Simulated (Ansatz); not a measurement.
# The perfect Sn wire along [110], 6 atoms a period, H-terminated

Aim: is the Sn wire along [110], 6 atoms a period, H-terminated a metal or a semiconductor?

Method: DFT PBE, plane waves, PAW; relaxation of a wire's period; PAW set soft_1, in the first sound run; inputs show where later runs differ, in Ansatz 0.2.0.

**1. The structure**

The cell holds 14 atoms: 6 Sn and 8 H. Its edges and angles: a = 13.808 Å, b = 14.360 Å, c = 4.702 Å, α = 90.0°, β = 90.0°, γ = 90.0°. Vacuum lies along a and b. The structure's axis is c.

**2. Relaxation of atoms and period**

Band widths follow the bond lengths, so the wire is relaxed first. The atoms and the third cell vector are free; the box across stays fixed as vacuum. A Fermi-Dirac smearing is set since the result may be a metal. The pressure printed is a third of the stress's trace over the whole box, vacuum included; only the stress along the axis is relaxed.

input.yaml reads:

```yaml
crystal:
  lattice:
    - [13.808, 0.0, 0.0]
    - [0.0, 14.36, 0.0]
    - [0.0, 0.0, 4.7022600949]
  atoms:
    - { symbol: Sn, position: [0.319406357, 0.499999935, 0.0] }
    - { symbol: H, position: [0.366635284, 0.763231067, 0.0] }
    - { symbol: Sn, position: [0.439807573, 0.663727654, 0.0] }
    - { symbol: Sn, position: [0.439807573, 0.336272216, 0.0] }
    - { symbol: H, position: [0.753782296, 0.499999935, 0.196131437] }
    - { symbol: H, position: [0.246234067, 0.499999935, 0.303868563] }
    - { symbol: Sn, position: [0.56020879, 0.663727654, 0.5] }
    - { symbol: Sn, position: [0.56020879, 0.336272216, 0.5] }
    - { symbol: H, position: [0.633381079, 0.763231067, 0.5] }
    - { symbol: H, position: [0.633381079, 0.236768802, 0.5] }
    - { symbol: Sn, position: [0.680610007, 0.499999935, 0.5] }
    - { symbol: H, position: [0.246234067, 0.499999935, 0.696131437] }
    - { symbol: H, position: [0.753782296, 0.499999935, 0.803868563] }
    - { symbol: H, position: [0.366635284, 0.236768802, 0.0] }
kpoints:
  mp_grid: { grid: [1, 1, 18] }
scf:
  occupations: { method: fermi_dirac, width: 0.05 }
hamiltonian:
  xc: pbe
  pseudopotentials: { kind: paw, azcp: { folder: soft_1 } }
relax:
  cell: { fix: [a, b, alpha, beta, gamma] }
  max_steps: 45
  f_tol: 0.03
```

Started as:

```
$ ansatz run input.yaml --threads 4 --pin off --max-ram 16384MiB --backend cpu --events-out ev --progress --plain --runs-dir out
```

Numbers of over 12 decimals in the logs are rounded to 6 here.

The program printed:

```text
Engine: ansatz 0.2.0, aarch64-unknown-linux-gnu
Pseudopotentials: kind: paw
Pseudopotential: Sn, paw, valence charge 14, recommended cutoff 420 eV (normal), soft_1/Sn.paw.azcp
Pseudopotential: H, paw, valence charge 1, recommended cutoff 420 eV (normal), soft_1/H.paw.azcp
Functional definition: PBE
  parameter kappa = 0.804
  parameter beta = 0.066725
  exchange = pbe_x(kappa = kappa, mu = beta*pi^2/3)
  correlation = pbe_c(beta = beta)
Crystal: 14 atoms, lattice volume = 932.378 Å³
Basis set: ecut = 420 eV, 18191 PW (Γ), exchange–correlation on 192×192×64 points (8 copies of the dense FFT grid, shifted against one another)
Bands: 60, of which v1, the nominal top of the filled ones, is band 46 counted from 1 (45 counted from 0)
Symmetry: 8 space group operations
Space group: Pmma (ITA 51), of the structure as read, at distance tolerance 9.8e-5 Å
k-points: 10 of 18
Non-local potential: Sn, projectors of the file, l = 0: 2, l = 1: 2, l = 2: 2, l = 3: 1
Non-local potential: H, projectors of the file, l = 0: 2, l = 1: 1
PAW form: soft (Blöchl's): semilocal exchange-correlation on the pseudo side does not see the compensation charge
PAW one-centre angular grid: Sn, 590 points (default); XC on 64 Gauss nodes
PAW one-centre angular grid: H, 110 points (default); XC on 64 Gauss nodes
Initial density: superposition of atomic densities (neutral atoms: chi_scale 0, normalization atom)
Initial wavefunctions: pseudopotential atomic-orbital guess
Functional: x = pbe(κ = 0.804, μ = 0.219515), c = pbe(β = 0.066725)
SCF iter   1: F=—  HF=-36271.332431 eV  |F-HF|=—  |Δ(HF+E_count)|=         —  Δρ=2.74e-2  dr2=7.31e0  ethr=3.10e-3  ⟨swp⟩=8.6  Hψ=2954  notcnv=0  defer=6
preconditioner: auto → Resta (q_TF=auto, 1.855 Å⁻¹)  ε∞=1.7  [insulator: Δε(μ)=1.531 eV  Ē_g=8.260 eV  σ=0.050 eV  W_gap=1.00  n_scr=102 (ndim 8)  ℏωp=6.9 eV  f_vac=0.608  D(μ)=0.00/eV (n_scr^D=0)  ε∞_Penn≈1.7  vacuum switching on, ρ_ref=4.9e-3 e/Å³]
SCF iter   2: F=—  HF=-36269.453134 eV  |F-HF|=—  |Δ(HF+E_count)|=    1.88e0  Δρ=9.72e-3  dr2=1.17e0  ethr=3.10e-3  ⟨swp⟩=4.0  Hψ=1042  notcnv=0  defer=62
SCF iter   3: F=—  HF=-36269.186051 eV  |F-HF|=—  |Δ(HF+E_count)|=   2.67e-1  Δρ=3.24e-3  dr2=1.92e-1  ethr=1.28e-3  ⟨swp⟩=3.8  Hψ=983  notcnv=0  defer=67
SCF iter   4: F=—  HF=-36269.153535 eV  |F-HF|=—  |Δ(HF+E_count)|=   3.25e-2  Δρ=8.89e-4  dr2=9.60e-3  ethr=2.08e-4  ⟨swp⟩=4.4  Hψ=1094  notcnv=0  defer=67
SCF iter   5: F=—  HF=-36269.155421 eV  |F-HF|=—  |Δ(HF+E_count)|=   1.89e-3  Δρ=3.23e-4  dr2=1.68e-3  ethr=1.04e-5  ⟨swp⟩=2.0  Hψ=743  notcnv=0  defer=67
SCF iter   6: F=—  HF=-36269.155733 eV  |F-HF|=—  |Δ(HF+E_count)|=   3.12e-4  Δρ=1.16e-4  dr2=1.73e-4  ethr=1.83e-6  ⟨swp⟩=2.0  Hψ=658  notcnv=0  defer=67
SCF iter   7: F=—  HF=-36269.155853 eV  |F-HF|=—  |Δ(HF+E_count)|=   1.20e-4  Δρ=2.40e-5  dr2=5.87e-6  ethr=1.88e-7  ⟨swp⟩=2.0  Hψ=688  notcnv=0  defer=67
SCF iter   8: F=—  HF=-36269.155921 eV  |F-HF|=—  |Δ(HF+E_count)|=   6.82e-5  Δρ=5.77e-6  dr2=4.02e-7  ethr=6.38e-9  ⟨swp⟩=2.6  Hψ=973  notcnv=0  defer=67
SCF iter   9: F=-36269.155922 eV  HF=-36269.155922 eV  |F-HF|=4.65e-8  |Δ(HF+E_count)|=   1.00e-6  Δρ=1.42e-6  dr2=2.52e-8  ethr=1.09e-10  ⟨swp⟩=5.5  Hψ=2116  notcnv=0
SCF 1 converged in 9 iterations: F = -36269.155922 eV  dr2 = 2.52e-8
  greatest PAW one-centre occupation: 0.991 electrons in one spin orbital (limit 2), on the Sn atom at site 10 (counted from 0), in its partial waves of l = 2
relax step   1: F+E_penalty+E_count = -36269.15592236 eV  Δ(F+E_penalty+E_count) = +0.000e0 eV  max|allowed force component| = 2.194e-1 eV/Å  Δτ_max = 0.0000 Å  P = -0.343 GPa  Ω = 932.378 Å³  fix = [a, b, alpha, beta, gamma]  reactions: a -0.470, b -0.466 GPa  (9 SCF iters, dr2 threshold 1.00e-7 eV, accepted)
Crystal: 14 atoms, lattice volume = 940.878 Å³
Basis set: ecut = 420 eV, 18303 PW (Γ), exchange–correlation on 192×192×64 points (8 copies of the dense FFT grid, shifted against one another)
Initial density: handed on by an earlier stage of this run
Initial wavefunctions: those handed on with the density
iter 1 solved again at ethr=5.61e-4 eV; its pass at ethr=3.10e-3 eV (dr2=5.16e-1 eV) is discarded
SCF iter   1: F=—  HF=-36269.015602 eV  |F-HF|=—  |Δ(HF+E_count)|=         —  Δρ=8.77e-3  dr2=5.16e-1  ethr=5.61e-4  ⟨swp⟩=2.9  Hψ=3301  notcnv=0
preconditioner: auto → Resta (q_TF=auto, 1.852 Å⁻¹)  ε∞=1.4  [insulator: Δε(μ)=2.040 eV  Ē_g=19.148 eV  σ=0.050 eV  W_gap=1.00  n_scr=102 (ndim 8)  ℏωp=11.6 eV  f_vac=0.678  D(μ)=0.00/eV (n_scr^D=0)  ε∞_Penn≈1.4  vacuum switching on, ρ_ref=2.7e-2 e/Å³]
SCF iter   2: F=—  HF=-36268.949380 eV  |F-HF|=—  |Δ(HF+E_count)|=   6.62e-2  Δρ=4.01e-3  dr2=9.90e-2  ethr=5.61e-4  ⟨swp⟩=3.4  Hψ=1125  notcnv=0  defer=22
SCF iter   3: F=—  HF=-36268.954960 eV  |F-HF|=—  |Δ(HF+E_count)|=   5.58e-3  Δρ=1.51e-3  dr2=5.59e-2  ethr=1.08e-4  ⟨swp⟩=4.5  Hψ=1368  notcnv=0  defer=25
SCF iter   4: F=—  HF=-36268.943311 eV  |F-HF|=—  |Δ(HF+E_count)|=   1.16e-2  Δρ=2.50e-4  dr2=6.90e-4  ethr=6.07e-5  ⟨swp⟩=4.0  Hψ=1289  notcnv=0  defer=74
SCF iter   5: F=—  HF=-36268.943450 eV  |F-HF|=—  |Δ(HF+E_count)|=   1.39e-4  Δρ=8.45e-5  dr2=6.91e-5  ethr=7.50e-7  ⟨swp⟩=2.0  Hψ=656  notcnv=0  defer=74
SCF iter   6: F=—  HF=-36268.943475 eV  |F-HF|=—  |Δ(HF+E_count)|=   2.51e-5  Δρ=2.85e-5  dr2=1.81e-5  ethr=7.51e-8  ⟨swp⟩=3.0  Hψ=1060  notcnv=0  defer=74
SCF iter   7: F=-36268.943474 eV  HF=-36268.943473 eV  |F-HF|=2.39e-7  |Δ(HF+E_count)|=   1.39e-6  Δρ=6.69e-6  dr2=3.66e-7  ethr=1.52e-9  ⟨swp⟩=4.1  Hψ=2357  notcnv=0
SCF 2 converged in 7 iterations: F = -36268.943474 eV  dr2 = 3.66e-7
  greatest PAW one-centre occupation: 0.990 electrons in one spin orbital (limit 2), on the Sn atom at site 10 (counted from 0), in its partial waves of l = 2
relax step   2: F+E_penalty+E_count = -36268.94347364 eV  Δ(F+E_penalty+E_count) = +2.124e-1 eV  max|allowed force component| = 9.711e-1 eV/Å  Δτ_max = 0.1950 Å  P = +0.772 GPa  Ω = 940.878 Å³  energy of the carried Pulay correction = -7.584e-4 eV  fix = [a, b, alpha, beta, gamma]  (7 SCF iters, dr2 threshold 1.40e-6 eV, rejected (line search))
Crystal: 14 atoms, lattice volume = 944.369 Å³
Basis set: ecut = 420 eV, 18343 PW (Γ), exchange–correlation on 192×192×64 points (8 copies of the dense FFT grid, shifted against one another)
iter 1 solved again at ethr=2.73e-4 eV; its pass at ethr=3.10e-3 eV (dr2=2.51e-1 eV) is discarded
SCF iter   1: F=—  HF=-36269.282447 eV  |F-HF|=—  |Δ(HF+E_count)|=         —  Δρ=6.11e-3  dr2=2.53e-1  ethr=2.73e-4  ⟨swp⟩=3.7  Hψ=2985  notcnv=0
preconditioner: auto → Resta (q_TF=auto, 1.851 Å⁻¹)  ε∞=1.7  [insulator: Δε(μ)=1.912 eV  Ē_g=7.966 eV  σ=0.050 eV  W_gap=1.00  n_scr=102 (ndim 8)  ℏωp=6.8 eV  f_vac=0.654  D(μ)=0.00/eV (n_scr^D=0)  ε∞_Penn≈1.7  vacuum switching on, ρ_ref=4.6e-3 e/Å³]
SCF iter   2: F=—  HF=-36269.238633 eV  |F-HF|=—  |Δ(HF+E_count)|=   4.38e-2  Δρ=2.63e-3  dr2=4.16e-2  ethr=2.73e-4  ⟨swp⟩=3.3  Hψ=1019  notcnv=0  defer=2
SCF iter   3: F=—  HF=-36269.237262 eV  |F-HF|=—  |Δ(HF+E_count)|=   1.37e-3  Δρ=8.55e-4  dr2=1.00e-2  ethr=4.52e-5  ⟨swp⟩=3.5  Hψ=1269  notcnv=0  defer=2
SCF iter   4: F=—  HF=-36269.235908 eV  |F-HF|=—  |Δ(HF+E_count)|=   1.35e-3  Δρ=1.66e-4  dr2=3.97e-4  ethr=1.09e-5  ⟨swp⟩=3.0  Hψ=1101  notcnv=0  defer=2
SCF iter   5: F=—  HF=-36269.236022 eV  |F-HF|=—  |Δ(HF+E_count)|=   1.14e-4  Δρ=4.17e-5  dr2=2.22e-5  ethr=4.31e-7  ⟨swp⟩=2.0  Hψ=731  notcnv=0  defer=2
SCF iter   6: F=—  HF=-36269.236019 eV  |F-HF|=—  |Δ(HF+E_count)|=   2.81e-6  Δρ=1.31e-5  dr2=3.74e-6  ethr=2.41e-8  ⟨swp⟩=3.0  Hψ=1086  notcnv=0  defer=2
SCF iter   7: F=—  HF=-36269.236121 eV  |F-HF|=—  |Δ(HF+E_count)|=   1.02e-4  Δρ=3.96e-6  dr2=2.54e-7  ethr=4.07e-9  ⟨swp⟩=2.5  Hψ=1011  notcnv=0  defer=5
SCF iter   8: F=—  HF=-36269.236121 eV  |F-HF|=—  |Δ(HF+E_count)|=   2.58e-7  Δρ=1.34e-6  dr2=3.03e-8  ethr=2.76e-10  ⟨swp⟩=2.4  Hψ=873  notcnv=0  defer=5
SCF iter   9: F=—  HF=-36269.236122 eV  |F-HF|=—  |Δ(HF+E_count)|=   3.68e-8  Δρ=3.25e-7  dr2=1.47e-9  ethr=3.30e-11  ⟨swp⟩=2.0  Hψ=755  notcnv=0  defer=5
SCF iter  10: F=-36269.236122 eV  HF=-36269.236122 eV  |F-HF|=7.28e-11  |Δ(HF+E_count)|=   3.81e-9  Δρ=6.41e-8  dr2=4.81e-11  ethr=1.00e-12  ⟨swp⟩=6.0  Hψ=2269  notcnv=0
SCF 3 converged in 10 iterations: F = -36269.236122 eV  dr2 = 4.81e-11
relax step   3: F+E_penalty+E_count = -36269.23612151 eV  Δ(F+E_penalty+E_count) = -8.020e-2 eV  max|allowed force component| = 1.153e-1 eV/Å  Δτ_max = 0.0754 Å  P = +0.004 GPa  Ω = 944.369 Å³  energy of the carried Pulay correction = -1.068e-3 eV  fix = [a, b, alpha, beta, gamma]  reactions: a -0.010, b -0.076 GPa  (10 SCF iters, accepted)
[...]
relax step   4: F+E_penalty+E_count = -36269.23854370 eV  Δ(F+E_penalty+E_count) = -2.422e-3 eV  max|allowed force component| = 1.988e-2 eV/Å  Δτ_max = 0.0123 Å  P = +0.017 GPa  Ω = 946.854 Å³  energy of the carried Pulay correction = -1.287e-3 eV  fix = [a, b, alpha, beta, gamma]  reactions: a +0.005, b +0.003 GPa  (5 SCF iters, dr2 threshold 8.31e-7 eV, accepted)
Initial wavefunctions: pseudopotential atomic-orbital guess (no wavefunctions were taken with the density)
iter 1 solved again at ethr=5.72e-7 eV; its pass at ethr=3.10e-3 eV (dr2=5.26e-4 eV) is discarded
SCF iter   1: F=—  HF=-36269.235502 eV  |F-HF|=—  |Δ(HF+E_count)|=         —  Δρ=6.58e-5  dr2=1.30e-6  ethr=5.72e-7  ⟨swp⟩=4.0  Hψ=4785  notcnv=0
preconditioner: auto → Resta (q_TF=auto, 1.850 Å⁻¹)  ε∞=1.7  [insulator: Δε(μ)=1.908 eV  Ē_g=7.987 eV  σ=0.050 eV  W_gap=1.00  n_scr=102 (ndim 8)  ℏωp=6.8 eV  f_vac=0.659  D(μ)=0.00/eV (n_scr^D=0)  ε∞_Penn≈1.7  vacuum switching on, ρ_ref=4.6e-3 e/Å³]
SCF iter   2: F=—  HF=-36269.238481 eV  |F-HF|=—  |Δ(HF+E_count)|=   2.98e-3  Δρ=3.29e-5  dr2=3.07e-7  ethr=1.42e-9  ⟨swp⟩=3.3  Hψ=1224  notcnv=0
SCF iter   3: F=—  HF=-36269.239975 eV  |F-HF|=—  |Δ(HF+E_count)|=   1.49e-3  Δρ=1.72e-6  dr2=2.39e-8  ethr=3.34e-10  ⟨swp⟩=3.9  Hψ=1319  notcnv=0
SCF iter   4: F=—  HF=-36269.239981 eV  |F-HF|=—  |Δ(HF+E_count)|=   5.81e-6  Δρ=5.36e-7  dr2=4.98e-9  ethr=2.59e-11  ⟨swp⟩=2.4  Hψ=1059  notcnv=0
SCF iter   5: F=—  HF=-36269.239982 eV  |F-HF|=—  |Δ(HF+E_count)|=   1.37e-6  Δρ=2.41e-7  dr2=2.40e-9  ethr=5.41e-12  ⟨swp⟩=3.0  Hψ=964  notcnv=0
SCF iter   6: F=-36269.239982 eV  HF=-36269.239982 eV  |F-HF|=3.66e-8  |Δ(HF+E_count)|=   3.01e-8  Δρ=9.12e-8  dr2=1.38e-10  ethr=1.00e-12  ⟨swp⟩=4.0  Hψ=2528  notcnv=0
SCF 5 converged in 6 iterations: F = -36269.239982 eV  dr2 = 1.38e-10
relax step   5: F+E_penalty+E_count = -36269.23998234 eV  Δ(F+E_penalty+E_count) = -1.439e-3 eV  max|allowed force component| = 1.990e-2 eV/Å  Δτ_max = 0.0000 Å  P = +0.018 GPa  Ω = 946.854 Å³  fix = [a, b, alpha, beta, gamma]  reactions: a +0.006, b +0.004 GPa  stress off target by 4.56e-2 GPa on what of the cell is left free  SCF on the basis re-selected at this cell (its energy is not comparable with the rows above)  (6 SCF iters)
basis re-selected at this cell: Δ(F+E_penalty+E_count) = -1.439e-3 eV, ΔP = +0.001 GPa vs the last step (what re-selecting the basis moved, of the pressure what is left beyond the Pulay correction that the steps carried, after the strain that the cell walked since its last selection, with what the two solves' SCF thresholds leave and, on support functions, any second-order correction that the steps lacked; it is no m [...]
SCF converged after 6 iterations
Free energy (F): -36269.239982 eV
Harris-Foulkes:  -36269.239982 eV  (|F-HF|=3.66e-8)
Internal energy: -36269.239982 eV  (E = F + TS)
E sigma→0 (E₀):  -36269.239982 eV
Fermi energy:    -1.783865 eV
--- Per-component energies (eV) ---
  E_band       = -1575.429072
  E_kinetic    = 1108.333479
  E_local      = -27559.692333  (includes V_loc(G=0)·N_el)
  E_nonlocal   = 874.068240
  E_hartree    = 13261.247826
  E_xc         = -818.011478
  E_vxc        = -562.592779  (∫ρ·V_xc dr)
  E_paw        = -26227.803065  (= ΣΔE_a)
  E_vpaw       = -1958.036370  (= ΣTr[D̂ρ^β])
  E_aug_tail   = -0.005348  (compensation charges beyond the density's cutoff)
  E_ewald      = 3092.622697
  E_smearing   = -0.000000  (= −TS)
  E_closure    = -0.000000  (closes the sum)
  Σ components = -36269.239982   (vs F -36269.239982, Δ=0.00e0)
--- Forces (eV/Å), atoms counted from 1 ---
  atom   1  Sn     0.01670996    -0.00000000    -0.00000000
  atom   2  H     -0.00044101     0.00039926     0.00000000
  atom   3  Sn    -0.01989520    -0.00024958     0.00000000
  atom   4  Sn    -0.01989520     0.00024958     0.00000000
  atom   5  H      0.00360890     0.00000000    -0.00663435
  atom   6  H     -0.00360890    -0.00000000     0.00663435
  atom   7  Sn     0.01989520    -0.00024958    -0.00000000
  atom   8  Sn     0.01989520     0.00024958    -0.00000000
  atom   9  H      0.00044101     0.00039926    -0.00000000
  atom  10  H      0.00044101    -0.00039926    -0.00000000
  atom  11  Sn    -0.01670996     0.00000000     0.00000000
  atom  12  H     -0.00360890     0.00000000    -0.00663435
  atom  13  H      0.00360890    -0.00000000     0.00663435
  atom  14  H     -0.00044101    -0.00039926     0.00000000
  max |Σ_I F_I| component: 8.31e-19 eV/Å
--- Stress (GPa, compression-positive) ---
        0.005641      -0.000000      -0.000000
       -0.000000       0.003878      -0.000000
       -0.000000      -0.000000       0.045625
  P = ⅓ Tr σ = 0.0184 GPa (0.184 kbar)
--- Relaxed structure (4 steps of the walk, 3 accepted, 1 SCFs on fresh bases) ---
  F+E_penalty+E_count = -36269.23998234 eV   max|allowed force component| = 1.990e-2 eV/Å   (the final SCF, on the basis selected at the relaxed cell)
  cell:  # Å, volume = 946.8539 Å³
    - [13.808, 0, 0]
    - [0, 14.36, 0]
    - [0, 0, 4.775268]
  atoms:
    - { symbol: Sn, position: [0.324477, 0.5, 0] }
    - { symbol: H, position: [0.370207, 0.759126, -6.270954369677821e-19] }
    - { symbol: Sn, position: [0.443319, 0.660536, -4.722795734167736e-19] }
    - { symbol: Sn, position: [0.443319, 0.339464, 6.10014469542334e-19] }
    - { symbol: H, position: [0.750084, 0.5, 0.209321] }
    - { symbol: H, position: [0.249916, 0.5, 0.290679] }
    - { symbol: Sn, position: [0.556681, 0.660536, 0.5] }
    - { symbol: Sn, position: [0.556681, 0.339464, 0.5] }
    - { symbol: H, position: [0.629793, 0.759126, 0.5] }
    - { symbol: H, position: [0.629793, 0.240874, 0.5] }
    - { symbol: Sn, position: [0.675523, 0.5, 0.5] }
    - { symbol: H, position: [0.249916, 0.5, 0.709321] }
    - { symbol: H, position: [0.750084, 0.5, 0.790679] }
    - { symbol: H, position: [0.370207, 0.240874, 7.648303330933431e-19] }
```

The job ended after 49 s (4 threads of Arm Neoverse V1, shared host; peak memory 1.7 GiB; 3.1 min of CPU time).

Relaxation path:

```
step  energy less that of the first step (eV)  largest force component (eV/Å)  pressure (GPa)  volume (Å³)
   1                                   0.0000                          0.2194           -0.34       932.38
   2                                   0.2124                          0.9711            0.77       940.88
   3                                  -0.0802                          0.1153            0.00       944.37
   4                                  -0.0826                          0.0199            0.02       946.85
  5*                                  -0.0841                          0.0199            0.02       946.85
```

Relaxation steps marked * repeat the geometry before them on a plane-wave basis chosen anew for their cell, so energy and pressure can jump there. Relaxation step 2 was tried and not accepted.

The run keeps the 8 symmetry operations that it works with, so distortions that break them were not tested.

```csv
cell as run,before,after,change
c (Å),4.702,4.775,+1.6 %
```

The atoms that moved most (Å, along periodic axes as changes of fractional coordinates times the final cell, across vacuum about the mean position):

```csv
atom,dx,dy,dz,length
H12,0.051,0.000,0.063,0.081
H6,0.051,0.000,-0.063,0.081
H5,-0.051,0.000,0.063,0.081
H13,-0.051,0.000,-0.063,0.081
H14,0.049,0.059,0.000,0.077
H10,-0.049,0.059,0.000,0.077
H2,0.049,-0.059,0.000,0.077
H9,-0.049,-0.059,0.000,0.077
```

Numbers from this step:

- cell length along the wire: 4.775 Å

The cell's length comes to 4.775 Å with spin left out.

(Part 1 of 3 ends here.)

[Logs are printed without paths, hosts, clocks, repeated set-up lines and the standing remarks that a program may print on its own settings, such as how far it seeks lower states.]

[Hosts, paths, dates, database ids (printed as entryN), source tags and the programs' standing remarks are cut or masked in the printed files.]
